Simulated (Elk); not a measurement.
# Dielectric function and optical constants of PbO (Litharge), part 2 of 2

Aim: the dielectric function of PbO (Litharge), and the optical constants that follow from it. The cell comes from an older database entry, whose edges can differ from later determinations, mostly by under a per cent.

Elk 11.2.3 (patched build); DFT, PBE, all-electron APW+lo, Dirac cores, scalar-relativistic bands, independent-particle optical response without local fields.

So far. Step 2 (Ground state): There is a gap, 1.17 eV on this mesh (points off the mesh can give less), so no carriers' term is needed.

The database entry behind the starting cell differs from other determinations of this structure, so it need not match the best structure at room temperature.

### Step 3. Independent particles (continued)

The Re ε by photon energy:

| photon energy (eV) | E ∥ x | E ∥ z |
| --- | --- | --- |
| 0 | 7.18 | 6.55 |
| 1 | 7.49 | 6.82 |
| 2 | 8.95 | 7.97 |
| 3 | 12.8 | 10.3 |
| 4 | 6.14 | 9.11 |
| 5 | -0.319 | -0.377 |
| 6 | 1.33 | -0.744 |
| 7 | -1.80 | 0.949 |
| 8 | -0.461 | -1.53 |
| 9 | -0.215 | 0.334 |
| 10 | 0.0926 | 0.899 |
| 11 | -0.822 | -0.636 |
| 12 | -0.103 | -0.168 |
| 13 | 0.449 | 0.218 |
| 14 | 0.702 | 0.572 |
| 15 | 0.337 | 0.760 |
| 16 | 0.167 | 0.423 |
| 17 | 0.407 | 0.665 |
| 18 | 0.750 | 1.10 |
| 19 | 0.393 | 0.840 |
| 20 | 0.453 | 0.659 |
| 21 | 0.528 | 0.861 |

The loss function −Im 1/ε at q → 0 has structure finer than the step of the table below, so its rows give means over 0.5 eV. Peaks (eV: height): E ∥ x 12.21: 1.34, 12.76: 1.05, 13.92: 0.736, 16.17: 1.06, 19.75: 1.14; E ∥ z 8.91: 0.660, 12.16: 1.01, 13.37: 1.34, 15.79: 1.17, 20.35: 0.874, 21.67: 0.929.

Values under the direct gap are tails of Lorentzian lines. The loss function −Im 1/ε at q → 0 by energy loss; means over each step:

| energy loss (eV) | E ∥ x | E ∥ z |
| --- | --- | --- |
| 0.5 | 5.8e-4 | 5.9e-4 |
| 1.0 | 0.00123 | 0.00124 |
| 1.5 | 0.00209 | 0.00207 |
| 2.0 | 0.00530 | 0.00372 |
| 2.5 | 0.00935 | 0.0111 |
| 3.0 | 0.0206 | 0.0274 |
| 3.5 | 0.0367 | 0.0442 |
| 4.0 | 0.0673 | 0.0563 |
| 4.5 | 0.0851 | 0.0755 |
| 5.0 | 0.151 | 0.134 |
| 5.5 | 0.164 | 0.169 |
| 6.0 | 0.175 | 0.204 |
| 6.5 | 0.160 | 0.202 |
| 7.0 | 0.196 | 0.180 |
| 7.5 | 0.291 | 0.201 |
| 8.0 | 0.384 | 0.315 |
| 8.5 | 0.370 | 0.516 |
| 9.0 | 0.394 | 0.588 |
| 9.5 | 0.417 | 0.527 |
| 10.0 | 0.351 | 0.463 |
| 10.5 | 0.404 | 0.349 |
| 11.0 | 0.509 | 0.435 |
| 11.5 | 0.777 | 0.531 |
| 12.0 | 1.09 | 0.864 |
| 12.5 | 0.984 | 0.934 |
| 13.0 | 0.943 | 0.988 |
| 13.5 | 0.660 | 1.17 |
| 14.0 | 0.656 | 0.838 |
| 14.5 | 0.539 | 0.508 |
| 15.0 | 0.647 | 0.600 |
| 15.5 | 0.704 | 0.787 |
| 16.0 | 0.912 | 1.02 |
| 16.5 | 0.985 | 0.909 |
| 17.0 | 0.967 | 0.732 |
| 17.5 | 0.876 | 0.553 |
| 18.0 | 0.692 | 0.415 |
| 18.5 | 0.749 | 0.521 |
| 19.0 | 0.894 | 0.582 |
| 19.5 | 1.02 | 0.752 |
| 20.0 | 1.06 | 0.739 |
| 20.5 | 0.989 | 0.728 |
| 21.0 | 0.918 | 0.599 |
| 21.5 | 0.846 | 0.759 |

The refractive index n and extinction k by photon energy:

| photon energy (eV) | n, E ∥ x | k, E ∥ x | n, E ∥ z | k, E ∥ z |
| --- | --- | --- | --- | --- |
| 0 | 2.68 | 0 | 2.56 | 0 |
| 2 | 2.99 | 0.0611 | 2.82 | 0.0394 |
| 4 | 3.20 | 2.02 | 3.35 | 1.44 |
| 6 | 1.93 | 1.54 | 1.48 | 1.71 |
| 8 | 1.03 | 1.23 | 0.814 | 1.48 |
| 10 | 1.20 | 1.16 | 1.22 | 0.761 |
| 12 | 0.650 | 0.725 | 0.690 | 0.802 |
| 14 | 0.982 | 0.512 | 0.841 | 0.369 |
| 16 | 0.788 | 0.673 | 0.781 | 0.433 |
| 18 | 0.975 | 0.447 | 1.09 | 0.280 |
| 20 | 0.794 | 0.420 | 0.933 | 0.461 |

The reflectivity at normal incidence has structure finer than the step of the table below, so its rows give means over 0.5 eV. Peaks (eV: height): E ∥ x 4.07: 42.4, 4.68: 45.5, 5.67: 33.8, 7.04: 41.7, 11.06: 33.0, 15.90: 14.7, 19.03: 9.38; E ∥ z 4.62: 44.1, 5.94: 35.4, 7.87: 42.1, 10.95: 29.1, 11.66: 29.2, 13.15: 17.1, 15.68: 13.9.

The reflectivity at normal incidence by photon energy; means over each step:

| photon energy (eV) | E ∥ x (%) | E ∥ z (%) |
| --- | --- | --- |
| 0.5 | 21.0 | 19.4 |
| 1.0 | 21.6 | 19.9 |
| 1.5 | 22.8 | 21.0 |
| 2.0 | 24.8 | 22.8 |
| 2.5 | 27.8 | 25.9 |
| 3.0 | 32.1 | 29.4 |
| 3.5 | 38.1 | 31.0 |
| 4.0 | 40.7 | 35.2 |
| 4.5 | 40.9 | 41.0 |
| 5.0 | 36.4 | 39.0 |
| 5.5 | 30.7 | 29.5 |
| 6.0 | 29.3 | 30.8 |
| 6.5 | 33.2 | 25.1 |
| 7.0 | 39.7 | 31.5 |
| 7.5 | 33.3 | 38.8 |
| 8.0 | 25.2 | 39.0 |
| 8.5 | 21.8 | 26.3 |
| 9.0 | 22.7 | 16.3 |
| 9.5 | 19.0 | 14.0 |
| 10.0 | 23.4 | 12.4 |
| 10.5 | 28.9 | 17.0 |
| 11.0 | 30.0 | 24.8 |
| 11.5 | 26.8 | 26.0 |
| 12.0 | 19.6 | 21.6 |
| 12.5 | 10.7 | 15.6 |
| 13.0 | 8.16 | 14.1 |
| 13.5 | 5.43 | 9.21 |
| 14.0 | 6.81 | 4.60 |
| 14.5 | 7.72 | 4.43 |
| 15.0 | 11.4 | 7.28 |
| 15.5 | 10.9 | 11.8 |
| 16.0 | 13.1 | 7.54 |
| 16.5 | 9.26 | 5.58 |
| 17.0 | 7.50 | 3.24 |
| 17.5 | 5.58 | 2.54 |
| 18.0 | 4.98 | 2.23 |
| 18.5 | 6.89 | 5.05 |
| 19.0 | 8.45 | 5.72 |
| 19.5 | 7.99 | 6.20 |
| 20.0 | 6.65 | 5.23 |
| 20.5 | 5.19 | 4.08 |
| 21.0 | 4.51 | 3.77 |
| 21.5 | 3.87 | 6.64 |

Optical constants at common wavelengths, from n + ik = √ε:

| wavelength (nm) | n x | k x | R (%) x | 1/α x | n z | k z | R (%) z | 1/α z |
| --- | --- | --- | --- | --- | --- | --- | --- | --- |
| 1550 | 2.72 | 0.010 | 21.3 | 13 µm | 2.59 | 0.008 | 19.6 | 15 µm |
| 1064 | 2.76 | 0.015 | 21.9 | 5.5 µm | 2.63 | 0.013 | 20.2 | 6.3 µm |
| 800 | 2.84 | 0.025 | 22.9 | 2.6 µm | 2.70 | 0.021 | 21.1 | 3.0 µm |
| 532 | 3.10 | 0.095 | 26.2 | 444 nm | 2.99 | 0.114 | 24.9 | 370 nm |
| 450 | 3.42 | 0.295 | 30.2 | 121 nm | 3.25 | 0.339 | 28.5 | 106 nm |
| 365 | 3.86 | 0.956 | 37.0 | 30 nm | 3.13 | 0.739 | 28.9 | 39 nm |
| 308 | 3.16 | 2.068 | 41.5 | 12 nm | 3.31 | 1.489 | 36.3 | 16 nm |

Below the direct gap, k and the depth come from the tails of the Lorentzian lines, not from transitions.

At 1064 nm the birefringence n(z) − n(x) is -0.130: the crystal is uniaxial negative at this level.

### Step 4. Outcome

* electronic dielectric constant ε∞, mean of the axes (independent particles): 6.97
* main peak of Im epsilon, first axis: 4.06 eV

What this shows: At this level (PBE, independent particles) PbO has a mean ε∞ = 6.97 and n = 2.72 at 1550 nm (E ∥ x), and Im ε peaks at 4.1 eV (E ∥ x). On the mesh the gap is 1.17 eV and the least direct gap 2.16 eV, so on this mesh the band edges lie at different points. Im ε has its chief maxima at 4.06 eV (13), 4.56 eV (13), 5.57 eV (6.8) and 6.72 eV (6.7) for E ∥ x. The static values by axis are 7.18 (x), 6.55 (z). At 1064 nm the birefringence n(z) − n(x) is -0.130: the crystal is uniaxial negative at this level. Excitons and phonon-assisted transitions are missing, and so are local fields; PBE gaps are as a rule too small, which pulls the onset down and ε∞ up, while the missing spin-orbit coupling works the other way with such heavy atoms. Spin-orbit coupling is left out although heavy atoms are present.

[Hosts, paths, dates, database ids (printed as entryN), source tags and the programs' standing remarks are cut or masked in the printed files.]

[Where Elk ran, warnings of its patched build on accuracy (core leakage, angular cutoffs, spin-orbit splittings, empty states, lower magnetic states) are left out.]

[Where the starting crystal was built by hand or by swapping elements, it need not be the compound's stable phase.]

[The count of steps not shown may lack steps that the program refused or didn't finish.]
